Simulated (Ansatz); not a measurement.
# BaLiCl3 (built on the sites of a database entry of BaLiF3): a soft mode frozen in

Aim: this structure of BaLiCl3 (built on the sites of a database entry of BaLiF3) is to be tested for unstable modes, and one is followed downhill.

Main program and level: Ansatz 0.2.0; DFT PBEsol, scalar-relativistic, plane waves, PAW.

The structure was built from a prototype and need not be the compound's stable phase.

### Step 1. Set-up

The structure is cubic, space group Pm-3m (No. 221). Conventional cell: a = 4.792 Å, b = 4.792 Å, c = 4.792 Å, α = 90.00°, β = 90.00°, γ = 90.00°. Nearest to Ba lie 12 Cl at 3.39 Å. Nearest to Li lie 6 Cl at 2.40 Å. Cl has 2 Li at 2.40 Å and 4 Ba at 3.39 Å nearest. Farther neighbours and most contacts between anions are not listed.

### Step 2. The dispersion

The cell comes from relaxations at this level that are not shown. Stability and thermal properties need the whole zone. Linear response on a 2×2×2 q mesh gives force constants as far as a supercell of that size would, and the tensors from the zone-centre run are typed in so that the long-range dipole term is interpolated apart.

input.yaml reads:

```yaml
crystal:
  lattice:
    - [4.7920317519, 0.0, 0.0]
    - [0.0, 4.7920317519, 0.0]
    - [0.0, 0.0, 4.7920317519]
  atoms:
    - { symbol: Ba, position: [0.0, 0.0, 0.0] }
    - { symbol: Li, position: [0.5, 0.5, 0.5] }
    - { symbol: Cl, position: [0.0, 0.5, 0.5] }
    - { symbol: Cl, position: [0.5, 0.5, 0.0] }
    - { symbol: Cl, position: [0.5, 0.0, 0.5] }
kpoints:
  mp_grid: { grid: [4, 4, 4] }
hamiltonian:
  xc: pbesol
scf:
  occupations: { method: fixed }
output:
  eigenvalues: true
phonons:
  method: dfpt
  qmesh: [2, 2, 2]
  temperatures: { t_max: 1000, t_step: 50 }
  qpath:
    path:
      - [[0.0, 0.0, 0.0], [0.0, 0.5, 0.0], [0.5, 0.5, 0.0], [0.0, 0.0, 0.0], [0.5, 0.5, 0.5], [0.0, 0.5, 0.0]]
      - [[0.5, 0.5, 0.5], [0.5, 0.5, 0.0]]
    npoints: 10
  non_analytic_term:
    high_frequency_dielectric_tensor: [[3.5537, 0.0, 0.0], [0.0, 3.5537, 0.0], [0.0, 0.0, 3.5537]]
    born_effective_charges:
      - { species: Ba, tensor: [[2.9146, 0.0, 0.0], [0.0, 2.9146, 0.0], [0.0, 0.0, 2.9146]] }
      - { species: Li, tensor: [[1.1162, 0.0, 0.0], [0.0, 1.1162, 0.0], [0.0, 0.0, 1.1162]] }
      - { species: Cl, tensor: [[-1.2287, 0.0, 0.0], [0.0, -1.401, 0.0], [0.0, 0.0, -1.401]] }
      - { species: Cl, tensor: [[-1.401, 0.0, 0.0], [0.0, -1.401, 0.0], [0.0, 0.0, -1.2287]] }
      - { species: Cl, tensor: [[-1.401, 0.0, 0.0], [0.0, -1.2287, 0.0], [0.0, 0.0, -1.401]] }
    source: "zone-centre run at this cell"
```

On the command line:

```console
$ ansatz run input.yaml --threads 4 --pin off --max-ram 7168MiB --backend cpu --events-out ev --progress --plain --runs-dir out
```

Numbers of over 12 decimals in the logs are rounded to 6 here.

Output:

```text
Engine: ansatz 0.2.0, aarch64-unknown-linux-gnu
Pseudopotentials: kind: paw
Pseudopotential: Ba, paw, valence charge 10, recommended cutoff 420 eV (normal), Ba.paw.azcp
Pseudopotential: Li, paw, valence charge 3, recommended cutoff 420 eV (normal), Li.paw.azcp
Pseudopotential: Cl, paw, valence charge 7, recommended cutoff 420 eV (normal), Cl.paw.azcp
Functional definition: PBEsol
  exchange = pbesol_x
  correlation = pbesol_c
Crystal: 5 atoms, lattice volume = 110.042 Å³
Basis set: ecut = 420 eV, 2109 PW (Γ), exchange–correlation on 72×72×72 points (8 copies of the dense FFT grid, shifted against one another)
Bands: 22, of which v1, the nominal top of the filled ones, is band 17 counted from 1 (16 counted from 0)
Symmetry: 48 space group operations
k-points: 10 of 64
Non-local potential: Ba, projectors of the file, l = 0: 3, l = 1: 2, l = 2: 2, l = 3: 2
Non-local potential: Li, projectors of the file, l = 0: 3, l = 1: 2, l = 2: 1
Non-local potential: Cl, projectors of the file, l = 0: 2, l = 1: 2, l = 2: 2
PAW form: soft (Blöchl's): semilocal exchange-correlation on the pseudo side does not see the compensation charge
PAW frozen core: Ba, regenerated for the run's functional, and the local potential with it (the file was generated under x = pbe(κ = 0.804, μ = 0.219515), c = pbe(β = 0.066725))
PAW frozen core: Cl, regenerated for the run's functional, and the local potential with it (the file was generated under x = pbe(κ = 0.804, μ = 0.219515), c = pbe(β = 0.066725))
PAW one-centre angular grid: Ba, 194 points (default); XC on 64 Gauss nodes
PAW one-centre angular grid: Li, 110 points (default); XC on 64 Gauss nodes
PAW one-centre angular grid: Cl, 110 points (default); XC on 64 Gauss nodes
Initial density: superposition of atomic densities (neutral atoms: chi_scale 0, normalization atom), corrected by the library's trained network
Initial wavefunctions: pseudopotential atomic-orbital guess
Functional: x = pbesol(κ = 0.804, μ = 0.123457), c = pbesol(β = 0.046)
SCF iter   1: F=—  HF=-9259.192795 eV  |F-HF|=—  |Δ(HF+E_count)|=         —  Δρ=4.02e-3  dr2=2.48e-2  ethr=1.77e-3  ⟨swp⟩=5.5  Hψ=1004  notcnv=0  defer=24
preconditioner: auto → Resta (q_TF=auto, 2.243 Å⁻¹)  ε∞=3.7  [insulator: Δε(μ)=4.037 eV  Ē_g=11.907 eV  n_scr=18 (ndim 8)  ℏωp=19.4 eV  f_vac=0.000  ε∞_Penn≈3.7]
SCF iter   2: F=—  HF=-9259.184840 eV  |F-HF|=—  |Δ(HF+E_count)|=   7.96e-3  Δρ=1.95e-3  dr2=6.15e-3  ethr=7.29e-5  ⟨swp⟩=3.2  Hψ=467  notcnv=0  defer=30
SCF iter   3: F=—  HF=-9259.183677 eV  |F-HF|=—  |Δ(HF+E_count)|=   1.16e-3  Δρ=5.39e-4  dr2=2.37e-4  ethr=1.81e-5  ⟨swp⟩=3.0  Hψ=388  notcnv=0  defer=28
SCF iter   4: F=—  HF=-9259.183685 eV  |F-HF|=—  |Δ(HF+E_count)|=   7.86e-6  Δρ=1.83e-4  dr2=7.06e-5  ethr=6.98e-7  ⟨swp⟩=2.0  Hψ=373  notcnv=0  defer=28
SCF iter   5: F=—  HF=-9259.183676 eV  |F-HF|=—  |Δ(HF+E_count)|=   8.48e-6  Δρ=6.94e-5  dr2=1.13e-5  ethr=2.08e-7  ⟨swp⟩=2.4  Hψ=357  notcnv=0  defer=17
SCF iter   6: F=—  HF=-9259.183676 eV  |F-HF|=—  |Δ(HF+E_count)|=   1.41e-7  Δρ=1.87e-5  dr2=9.30e-7  ethr=3.32e-8  ⟨swp⟩=2.0  Hψ=293  notcnv=0  defer=12
SCF iter   7: F=—  HF=-9259.183675 eV  |F-HF|=—  |Δ(HF+E_count)|=   6.14e-7  Δρ=3.52e-6  dr2=3.31e-8  ethr=2.73e-9  ⟨swp⟩=2.2  Hψ=327  notcnv=0  defer=12
SCF iter   8: F=—  HF=-9259.183675 eV  |F-HF|=—  |Δ(HF+E_count)|=   1.06e-8  Δρ=2.93e-7  dr2=2.04e-10  ethr=9.73e-11  ⟨swp⟩=2.1  Hψ=360  notcnv=0  defer=12
SCF iter   9: F=—  HF=-9259.183675 eV  |F-HF|=—  |Δ(HF+E_count)|=    0.00e0  Δρ=8.03e-8  dr2=1.54e-11  ethr=1.00e-12  ⟨swp⟩=2.3  Hψ=321  notcnv=0  defer=12
SCF iter  10: F=-9259.183675 eV  HF=-9259.183675 eV  |F-HF|=0.00e0  |Δ(HF+E_count)|=  3.64e-12  Δρ=6.95e-9  dr2=5.59e-14  ethr=1.00e-12  ⟨swp⟩=12.8  Hψ=1665  notcnv=0
SCF 1 converged in 10 iterations: F = -9259.183675 eV  dr2 = 5.59e-14
  greatest PAW one-centre occupation: 1.000 electrons in one spin orbital (limit 2), on the Li atom at site 1 (counted from 0), in its partial waves of l = 0
NSCF: frozen V_eff on 10 k-points
NSCF: frozen V_eff on 27 k-points
DFPT response loops at q = (0, 0, 0) (fractional): preconditioner auto → none (the input reference at scf.mixing.eps_inf says where Resta's filter doesn't serve); β = 0.50; Broyden in place of MSR1
NSCF: frozen V_eff on 54 k-points
DFPT response loops at q = (0, 0, -0.5) (fractional): preconditioner auto → Resta (q_TF=auto, 2.243 Å⁻¹)  ε∞=3.8 (no band partly filled); β = 1.00, the filter's whole step (`scf.mixing.beta` (0.50) is not read by the response loops at its default; to damp them type it under 1.00, their step now; it binds the ground state too); Broyden in place of MSR1
NSCF: frozen V_eff on 54 k-points
DFPT response loops at q = (0, -0.5, -0.5) (fractional): mixed as the last ones told, above
NSCF: frozen V_eff on 54 k-points
DFPT response loops at q = (-0.5, -0.5, -0.5) (fractional): preconditioner auto → none (the input reference at scf.mixing.eps_inf says where Resta's filter doesn't serve); β = 0.50; Broyden in place of MSR1
SCF converged after 10 iterations
Free energy (F): -9259.183675 eV
Harris-Foulkes:  -9259.183675 eV  (|F-HF|=0.00e0)
Internal energy: -9259.183675 eV  (E = F + TS)
E sigma→0 (E₀):  -9259.183675 eV
Fermi energy:    4.670161 eV
--- Per-component energies (eV) ---
  E_band       = -147.317228
  E_kinetic    = 675.428142
  E_local      = -936.507022  (includes V_loc(G=0)·N_el)
  E_nonlocal   = 111.699807
  E_hartree    = 279.609463
  E_xc         = -497.732230
  E_vxc        = -516.625964  (∫ρ·V_xc dr)
  E_paw        = -7085.405867  (= ΣΔE_a)
  E_vpaw       = -40.531401  (= ΣTr[D̂ρ^β])
  E_aug_tail   = 0.000285  (compensation charges beyond the density's cutoff)
  E_ewald      = -1806.662983
  E_core_change = 0.386729  (= ΣΔE_core)
  E_smearing   = -0.000000  (= −TS)
  E_closure    = 0.000000  (closes the sum)
  Σ components = -9259.183675   (vs F -9259.183675, Δ=0.00e0)
--- Band table (eV; the first three rows and the last of 10) ---
  k-point 0: bands = [... 13 lower, 3.6953, 4.6161, 4.6161, 4.6161, 8.8193, 8.8193, 9.8180, 10.0821, ... 1 higher]
  k-point 1: bands = [... 13 lower, 3.5174, 4.0134, 4.4006, 4.4006, 9.4799, 9.6583, 10.2668, 10.8277, ... 1 higher]
  k-point 2: bands = [... 13 lower, 3.3970, 3.3970, 4.1657, 4.1657, 10.5022, 10.5043, 10.6459, 11.9833, ... 1 higher]
  k-point 9: bands = [... 13 lower, 4.5570, 4.6702, 4.6702, 4.6702, 10.1520, 10.1520, 10.1520, 11.1508, ... 1 higher]
--- Phonons (Γ-DFPT): 4 representative perturbations + reference (Σ response iterations 12) ---
  ASR residual: 2.163e-4 → 0.000e0 eV/Å²; symmetrization residual: 1.279e-6 eV/Å²
  ASR residual per site (eV/Å²): 2.22e-6 2.16e-4 6.53e-5 6.53e-5 6.53e-5
  Γ frequencies (cm⁻¹): 0.00 0.00 0.00 38.65 38.65 38.65 91.04 91.04 91.04 183.35 183.35 183.35 339.68 339.68 339.68
--- Phonons (arbitrary-q DFPT): 4 irreducible q on the 2×2×2 mesh ---
  q = [0.0000, 0.0000, 0.0000] (star 1, of the zone-centre solve; hermiticity 4.61e-7, symmetrization 1.05e-12): -0.00 -0.00 -0.00 38.65 38.65 38.65 91.04 91.04 91.04 183.35 183.35 183.35 339.68 339.68 339.68
  q = [0.0000, 0.0000, -0.5000] (star 3, 9 solved perturbations in 216 linear systems a pass and spin channel, the states on 27 of 64 k-point pairs; hermiticity 4.24e-7, symmetrization 3.78e-13): 29.56 29.56 71.69 71.69 96.50 108.81 109.62 109.62 154.85 176.92 176.92 225.70 340.16 340.16 362.78
  q = [0.0000, -0.5000, -0.5000] (star 3, 9 solved perturbations in 216 linear systems a pass and spin channel, the states on 27 of 64 k-point pairs; hermiticity 7.12e-7, symmetrization 7.89e-14): -73.12 31.63 53.55 53.55 116.14 116.14 119.47 119.47 164.73 177.72 182.86 247.25 340.82 363.13 363.13
  q = [-0.5000, -0.5000, -0.5000] (star 1, 4 solved perturbations in 81 linear systems a pass and spin channel, the states on 27 of 64 k-point pairs; hermiticity 7.04e-7, symmetrization 1.36e-12): -81.95 -81.95 -81.95 43.16 43.16 43.16 167.26 167.26 167.26 175.39 175.39 266.44 368.44 368.44 368.44
  sum rule: each row above includes the acoustic sum rule's correction from the zone centre's row sums; it moved no ω² by more than (2.91 cm⁻¹)²
  mesh force constants: q→R imaginary residual 6.22e-18; ASR residual 2.163e-4 → 0.000e0 eV/Å²; symmetrization residual 5.329e-15 eV/Å²
  interpolated dispersion: 63 rows × 15 modes
  density of states and harmonic sums: on the 14×14×14 q-mesh, interpolated from the force constants of a 2×2×2 supercell (with the dipole–dipole term of supplied tensors)
  largest difference from the sums on the solved wave vectors: F 1.18e-1 eV, S 1.55e-4 and C_V 4.17e-5 eV/K
  zero-point energy: 0.147061 eV/cell   skipped modes (ω ≤ 0): 93, of them read as no rigid motion or as one in doubt: 90 (6.888e-1 modes/cell left out, lowest -81.95 cm⁻¹)   left out of the sums: 4.60e-2 of the cell's modes: C_V's classical limit lies that fraction below 3 k_B per atom; for a crystal, a wire or a layer, F and S can be off by more, and a phonons.interpolated_qmesh denser along its periods is the remedy for the sampling
```

It took 42 s on 4 threads of Arm Neoverse V2, shared host; peak memory 0.61 GiB.

The column dr2 measures how far the density is from self-consistency, as an energy; F and HF (Harris–Foulkes) agree once it is small.

A gap read on the k-mesh alone can miss the band edges.

This step gave:

| Item | Value |
| --- | --- |
| gap on the k-mesh | 4.149 eV |
| volume per atom | 22.01 Å³ |
| sum-rule residual before enforcement | 2.16e-4 eV/Å² |
| lowest frequency on the path | -81.95 cm⁻¹ |
| point group | m-3m |
| highest frequency on the path or at a solved wavevector | 381.3 cm⁻¹ |
| highest optical mode at the zone centre (no LO-TO term) | 339.7 cm⁻¹ |
| lowest optical zone-centre mode | 38.65 cm⁻¹ |
| lowest mode on the q mesh (acoustic modes at Γ apart) | -81.95 cm⁻¹ |

Frequencies (cm⁻¹) solved at each irreducible wavevector; negative means imaginary. Frequencies by wavevector, by row:

```csv
q in reciprocal lattice units,star,mode 1,mode 2,mode 3,mode 4,mode 13,mode 14,mode 15
0 0 0,1,0,0,0,38.6,339.7,339.7,339.7
0 0 -0.5,3,29.6,29.6,71.7,71.7,340.2,340.2,362.8
0 -0.5 -0.5,3,-73.1,31.6,53.5,53.5,340.8,363.1,363.1
-0.5 -0.5 -0.5,1,-82,-82,-82,43.2,368.4,368.4,368.4
```

Interpolated from a 2×2×2 q mesh, with the LO-TO term (at Γ the limit along the path; where Γ stands inside the path, tables give the limit on arrival). The phonon branches at the labelled points (cm⁻¹):

```csv
point,branch 1,branch 2,branch 3,branch 4,branch 12,branch 13,branch 14,branch 15
Γ,0,0,0,39,203,340,340,381
halfway,26,26,57,57,208,340,340,373
X,30,30,72,72,226,340,340,363
halfway,12,31,45,71,230,340,353,362
M,-73,32,54,54,247,341,363,363
halfway,29,44,50,60,217,340,343,371
Γ,0,0,0,39,203,340,340,381
halfway,42,42,46,46,225,346,346,370
R,-82,-82,-82,43,266,368,368,368
halfway,-21,-9,41,46,238,348,358,364
X,30,30,72,72,226,340,340,363
jump to R,-82,-82,-82,43,266,368,368,368
halfway,-78,-23,-23,38,253,355,366,366
M,-73,32,54,54,247,341,363,363
```

Symmetry leaves 4 wavevectors to solve. The lowest mode among them, the acoustic zeros apart, lies at q = (-0.5, -0.5, -0.5) and is imaginary, 82.0i cm⁻¹, so the energy falls along it.

### Step 3. The mode frozen in, largest atomic shift 0 Å

The mode followed lies at q = (-0.5, -0.5, -0.5) with frequency 81.9i cm⁻¹ and is 3-fold degenerate, the softest among the wavevectors solved. At small amplitude the distorted cell has space group no. 167 by a symmetry search on the positions. The undistorted cell that holds it gives the zero of energy on the same k mesh.

System of this step: BaLiCl3 (built on the sites of a database entry of BaLiF3). Symmetry: Pm-3m, No. 221, cubic system. The conventional cell has a = 4.792 Å, b = 4.792 Å, c = 4.792 Å, α = 90.00°, β = 90.00°, γ = 90.00°. Ba has 12 Cl at 3.39 Å nearest. Li has 6 Cl at 2.40 Å nearest. Nearest to Cl lie 2 Li at 2.40 Å and 4 Ba at 3.39 Å. Farther neighbours and most contacts between anions are not listed.

input.yaml reads:

```yaml
crystal:
  lattice:
    - [4.7920317519, 4.7920317519, 0.0]
    - [4.7920317519, 0.0, 4.7920317519]
    - [4.7920317519, 0.0, -4.7920317519]
  atoms:
    - { symbol: Ba, position: [0.0, 0.5, 0.5] }
    - { symbol: Ba, position: [0.0, 0.0, 1.0] }
    - { symbol: Li, position: [0.5, 0.25, 0.75] }
    - { symbol: Li, position: [0.5, 0.75, 0.25] }
    - { symbol: Cl, position: [0.5, 0.5, 0.0] }
    - { symbol: Cl, position: [0.5, 0.0, 0.5] }
    - { symbol: Cl, position: [0.5, 0.5, 0.5] }
    - { symbol: Cl, position: [0.5, 0.0, 0.0] }
    - { symbol: Cl, position: [0.0, 1.0, 0.5] }
    - { symbol: Cl, position: [0.0, 0.5, 0.0] }
kpoints:
  mp_grid: { grid: [4, 4, 4] }
hamiltonian:
  xc: pbesol
scf:
  occupations: { method: gaussian, width: 0.02 }
output:
  forces: true
  stress: true
  eigenvalues: true
```

Output:

```text
[...]
Crystal: 10 atoms, lattice volume = 220.084 Å³
Basis set: ecut = 420 eV, 4285 PW (Γ), exchange–correlation on 96×96×96 points (8 copies of the dense FFT grid, shifted against one another)
Bands: 44, of which v1, the nominal top of the filled ones, is band 34 counted from 1 (33 counted from 0)
Symmetry: 96 space group operations
[...]
k-points: 8 of 64
[...]
k-point 0: bands = [... 30 lower, 4.6162, 4.6702, 4.6702, 4.6702, 8.8193, 8.8193, 9.8180, 10.0820, ... 5 higher]
  k-point 1: bands = [... 30 lower, 4.5637, 4.5637, 4.5647, 4.5647, 9.3298, 9.3298, 10.2486, 10.4280, ... 5 higher]
  k-point 2: bands = [... 30 lower, 4.5178, 4.5178, 4.5178, 4.5178, 10.2017, 10.2017, 10.2017, 10.2017, ... 5 higher]
  k-point 7: bands = [... 30 lower, 4.1955, 4.1955, 4.3243, 4.3243, 10.7561, 10.7561, 11.2152, 11.2152, ... 5 higher]
[key lines of the parts left out:]
SCF converged after 6 iterations
Free energy (F): -18518.367447 eV
Fermi energy:    6.744799 eV
P = ⅓ Tr σ = 0.0026 GPa (0.026 kbar)
```

Wall time 1.4 s (4 threads); peak memory 0.61 GiB.

This step gave:

```
pressure                         : 0.002584 GPa
energy from the undistorted cell : 0 meV/atom
```

At this level the gap is 4.15 eV on the k-mesh of the self-consistent run, which can miss the band edges.

### Step 4. The mode frozen in, largest atomic shift 0.32 Å

The atoms are moved along the unstable eigenvector, the largest shift by 0.32 Å, with the cell fixed.

input.yaml reads:

```yaml
crystal:
  lattice:
    - [4.7920317519, 4.7920317519, 0.0]
    - [4.7920317519, 0.0, 4.7920317519]
    - [4.7920317519, 0.0, -4.7920317519]
  atoms:
    - { symbol: Ba, position: [0.0, 0.5, 0.5] }
    - { symbol: Ba, position: [0.0, 0.0, 1.0] }
    - { symbol: Li, position: [0.5, 0.25, 0.75] }
    - { symbol: Li, position: [0.5, 0.75, 0.25] }
    - { symbol: Cl, position: [0.4527811622, 0.5472188378, 0.0] }
    - { symbol: Cl, position: [0.5472188378, -0.0472188378, 0.5] }
    - { symbol: Cl, position: [0.4527811622, 0.5, 0.5] }
    - { symbol: Cl, position: [0.5472188378, 0.0, 0.0] }
    - { symbol: Cl, position: [0.0, 1.0472188378, 0.5] }
    - { symbol: Cl, position: [0.0, 0.4527811622, 0.0] }
kpoints:
  mp_grid: { grid: [4, 4, 4] }
hamiltonian:
  xc: pbesol
scf:
  occupations: { method: gaussian, width: 0.02 }
output:
  forces: true
  stress: true
  eigenvalues: true
```

Output:

```text
[...]
Crystal: 10 atoms, lattice volume = 220.084 Å³
Basis set: ecut = 420 eV, 4285 PW (Γ), exchange–correlation on 96×96×96 points (8 copies of the dense FFT grid, shifted against one another)
Bands: 44, of which v1, the nominal top of the filled ones, is band 34 counted from 1 (33 counted from 0)
Symmetry: 12 space group operations
[...]
k-points: 13 of 64
[...]
k-point 0: bands = [... 30 lower, 4.4106, 4.4426, 4.4426, 4.5308, 9.2096, 9.2096, 9.9136, 10.1445, ... 5 higher]
  k-point 1: bands = [... 30 lower, 4.2596, 4.2596, 4.3813, 4.3813, 9.5926, 9.5926, 10.4531, 10.6290, ... 5 higher]
  k-point 2: bands = [... 30 lower, 4.2869, 4.2869, 4.2869, 4.2869, 10.3657, 10.3657, 10.3657, 10.3657, ... 5 higher]
  k-point 12: bands = [... 30 lower, 4.0856, 4.0856, 4.1905, 4.1905, 10.7877, 10.7877, 11.0342, 11.0342, ... 5 higher]
[key lines of the parts left out:]
SCF converged after 6 iterations
Free energy (F): -18518.524337 eV
Fermi energy:    6.870170 eV
P = ⅓ Tr σ = 0.8313 GPa (8.313 kbar)
```

Elapsed: 2 s, on 4 threads; peak memory 0.65 GiB; 7.1 s of CPU time.

Numbers from this step:

| Quantity | Value |
| --- | --- |
| pressure | 0.8313 GPa |
| gap on the k-mesh | 4.679 eV |
| energy from the undistorted cell | -15.69 meV/atom |

The energy, extrapolated to zero smearing, is -15.69 meV/atom against the undistorted cell.

The run ends at a pressure of 0.83 GPa, with forces up to 0.051 eV/Å.

### Step 5. Energy along the mode, all amplitudes (two of the runs are shown above)

An imaginary frequency means negative curvature, so the energy should fall and then rise again as anharmonic terms take over.

This step gave:

```
depth at the lowest point sampled  : 15.69 meV/atom
largest atomic shift at that point : 0.32 Å
```

Table of energy from the parent by largest atomic shift:

```csv
largest atomic shift (Å),energy from the parent (meV/atom)
0.000,0
0.040,-0.417
0.080,-1.64
0.140,-4.72
0.220,-10.2
0.320,-15.7
0.450,-10.5
0.600,36.8
```

Displacement at unit largest shift by atom:

```csv
atom,x (Å),y (Å),z (Å),size
Ba1,0.000,0.000,0.000,0.000
Ba2,0.000,0.000,0.000,0.000
Li3,0.000,0.000,0.000,0.000
Li4,0.000,0.000,0.000,0.000
Cl5,0.000,-0.707,0.707,1.000
Cl6,0.000,0.707,-0.707,1.000
Cl7,-0.707,-0.707,0.000,1.000
Cl8,0.707,0.707,0.000,1.000
Cl9,0.707,0.000,0.707,1.000
Cl10,-0.707,0.000,-0.707,1.000
```

The lowest of the steps tried is at 0.32 Å, 15.7 meV/atom below the parent; the bottom of the well need not coincide with a step.

(Part 1 of 2 ends here.)

[Logs are printed without paths, hosts, clocks, repeated set-up lines and the standing remarks that a program may print on its own settings, such as how far it seeks lower states.]

[Hosts, paths, dates, database ids (printed as entryN), source tags and the programs' standing remarks are cut or masked in the printed files.]
